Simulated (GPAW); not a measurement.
# B/Pd(100) in an electric field, part 2 of 2

How does B/Pd(100) screen a perpendicular field?

GPAW 26.7.0; GPAW, PAW setups; slab in vacuum, relaxation (the session's first sound run).

So far, dipole along the normal (e·Å): step 2 (relaxation) -0.0287; step 3 (the slab's potential) -0.0291; step 4 (field on) -0.118; step 5 (In a field) -0.0735.

### Step 8. In a field

File run.py:

```python
import json
import numpy as np
from ase import Atoms
from gpaw import GPAW, PW
from gpaw.external import ConstantElectricField

slab = Atoms(
    ['Pd', 'Pd', 'Pd', 'Pd', 'B'],
    positions=[
        [1.37532, 1.37532, 9.00000],
        [0.00000, 0.00000, 10.94500],
        [1.37532, 1.37532, 12.96469],
        [-0.00000, 0.00000, 15.02456],
        [0.00000, 0.00000, 16.88405]],
    cell=[[2.75065, 0.0, 0.0], [0.0, 2.75065, 0.0], [0.0, 0.0, 26.065]],
    pbc=[True, True, False])

slab.calc = GPAW(mode=PW(500), xc='PBE', kpts={'size': (11, 11, 1), 'gamma': True},
                 occupations={'name': 'fermi-dirac', 'width': 0.1}, nbands='200%',
                 convergence={'density': 1e-05}, maxiter=200,
                 poissonsolver={'dipolelayer': 'xy'},
                 external=ConstantElectricField(0.1, [0, 0, 1]),
                 symmetry={'tolerance': 1e-3}, txt='slab.txt')
result = {}
energy = slab.get_potential_energy()
fermi = slab.calc.get_fermi_level()
v = slab.calc.get_electrostatic_potential().mean((0, 1)) - fermi
n = slab.calc.get_pseudo_density().mean((0, 1))
L = slab.cell[2, 2]
z = np.arange(len(v)) * L / len(v)
low, high = slab.positions[:, 2].min(), slab.positions[:, 2].max()
below, above = np.interp([low - 6.8, high + 6.8], z, v)
slopes = [np.interp(x, z, np.gradient(v, z)) for x in (low - 6.8, high + 6.8)]
eps = np.array([[slab.calc.get_eigenvalues(k, s) for k in range(len(slab.calc.get_ibz_k_points()))]
                for s in range(slab.calc.get_number_of_spins())]) - fermi
top, bottom = eps[eps < 0].max(), eps[eps > 0].min()
dipole = slab.get_dipole_moment()[2]
print(f'energy {energy:.4f} eV, Fermi level {fermi:.4f} eV, dipole {dipole:.5f} e A')
print(f'potential 6.8 A off the faces, from the Fermi level: lower {below:.4f} eV, upper {above:.4f} eV')
print(f'slope of the potential there: lower {slopes[0]:.5f}, upper {slopes[1]:.5f} eV/A')
print(f'nearest levels on the mesh: {top:.4f} and {bottom:.4f} eV')
print('magnetic moment', round(slab.get_magnetic_moment(), 3))
result.update(energy=energy, fermi=fermi, dipole=dipole, below=below, above=above, slopes=slopes, edges=[top, bottom],
              z=z.tolist(), v=v.tolist(), n=n.tolist(), positions=slab.positions.tolist(),
              forces=slab.get_forces(apply_constraint=False).tolist(), moments=slab.get_magnetic_moments().tolist())
json.dump(result, open('result.json', 'w'))
```

On the command line:

```sh
$ OMP_NUM_THREADS=1 OPENBLAS_NUM_THREADS=1 python run.py
```

What it wrote:

```text
energy -18.6072 eV, Fermi level -0.3588 eV, dipole 0.01530 e A
potential 6.8 A off the faces, from the Fermi level: lower 5.6422 eV, upper 5.2762 eV
slope of the potential there: lower 0.00009, upper -0.00003 eV/A
nearest levels on the mesh: -0.0041 and 0.0255 eV
magnetic moment 0.0
```

Elapsed: 11 min, on 1 thread of Arm Neoverse V2, shared host; peak memory 0.63 GiB.

The electrostatic potential energy of an electron (without an applied field's), less the Fermi level, planar mean oscillates, so the rows of the table below give means over windows of 2.03 Å about each position, cut where the curve ends. Its maxima inside the range that stand out by 2 % of the span (Å: eV): 9.9: -0.734, 12.0: -0.426, 14.0: -0.718, 16.1: 0.240. Its minima: 9.0: -18.9, 10.9: -19.2, 12.9: -19.4, 15.1: -19.8, 16.9: -10.4.

The electrostatic potential energy of an electron (without an applied field's), less the Fermi level, planar mean by z; means over each step:

```csv
z (Å),"electrostatic potential energy of an electron (without an applied field's), less the Fermi level, planar mean (eV)"
1.01,5.63
3.04,5.64
5.08,5.64
7.11,4.80
9.14,-8.36
11.17,-8.76
13.20,-8.99
15.23,-9.09
17.26,-2.07
19.29,5.17
21.32,5.28
23.35,5.28
25.38,5.29
```

The dipole is now 0.0153 e Å, against -0.029 in the run without a field.

### Step 9. Field on

run.py, as its differences from that of step 8:

```diff
@@ -21,3 +21,3 @@
                  poissonsolver={'dipolelayer': 'xy'},
-                 external=ConstantElectricField(0.1, [0, 0, 1]),
+                 external=ConstantElectricField(0.2, [0, 0, 1]),
                  symmetry={'tolerance': 1e-3}, txt='slab.txt')
```

What it wrote:

```text
energy -18.6111 eV, Fermi level -0.3761 eV, dipole 0.05977 e A
potential 6.8 A off the faces, from the Fermi level: lower 6.2034 eV, upper 4.7739 eV
slope of the potential there: lower 0.00007, upper -0.00003 eV/A
nearest levels on the mesh: -0.0044 and 0.0253 eV
magnetic moment 0.0
```

The job ended after 13 min (1 thread; peak memory 0.63 GiB).

The dipole is now 0.0598 e Å, against -0.029 in the run without a field.

### Step 10. In a field

run.py, as its differences from that of step 9:

```diff
@@ -21,3 +21,3 @@
                  poissonsolver={'dipolelayer': 'xy'},
-                 external=ConstantElectricField(0.2, [0, 0, 1]),
+                 external=ConstantElectricField(0.3, [0, 0, 1]),
                  symmetry={'tolerance': 1e-3}, txt='slab.txt')
```

What it wrote:

```text
energy -18.6194 eV, Fermi level -0.3945 eV, dipole 0.10427 e A
potential 6.8 A off the faces, from the Fermi level: lower 6.7666 eV, upper 4.2729 eV
slope of the potential there: lower 0.00008, upper -0.00003 eV/A
nearest levels on the mesh: -0.0047 and 0.0250 eV
magnetic moment 0.0
```

Run time: 13 min. Hardware: 1 thread; peak memory 0.63 GiB.

The dipole is now 0.104 e Å, against -0.029 in the run without a field.

### Step 11. The series

The members are put on one axis.

This step: induced dipole against applied field (GPAW 26.7.0).

Table of dipole along the normal by field:

```
field (V/Å)  dipole along the normal (e·Å)
     -0.200                         -0.118
     -0.100                        -0.0735
     -0.050                        -0.0513
      0.000                        -0.0291
      0.050                       -0.00689
      0.100                         0.0153
      0.200                         0.0598
      0.300                          0.104
```

### Step 12. Results

```json
{"work function, upper and lower face": "5.779 and 5.084 eV", "dipole along the normal": "-0.0291 e Å", "induced dipole per field": "0.444 e Å per V/Å", "out-of-plane polarisability per area, α/(ε0 A)": "10.6 Å"}
```

In words: The field induces 0.444 e Å per V/Å, a polarisable thickness α/(ε0 A) of 10.6 Å beside 7.88 Å between the outermost nuclei. A perfect conductor would give the distance between its two image planes; a dielectric of thickness t gives t(1 - 1/ε). The two faces differ by 0.70 eV, the step that the slab's dipole makes (e p/(ε0 A) gives 0.69 eV), so the dipole layer is needed. The induced dipole is linear in the field over this range. The cell of 7.57 Å² holds one B, started on one chosen site; other sites and coverages weren't tried. The in-plane lattice was kept as typed, which isn't the functional's own and leaves some strain; spin-orbit coupling and temperature are left out.

[Logs are printed without paths, hosts, clocks, repeated set-up lines and the standing remarks that a program may print on its own settings, such as how far it seeks lower states.]

[Hosts, paths, dates, database ids (printed as entryN), source tags and the programs' standing remarks are cut or masked in the printed files.]
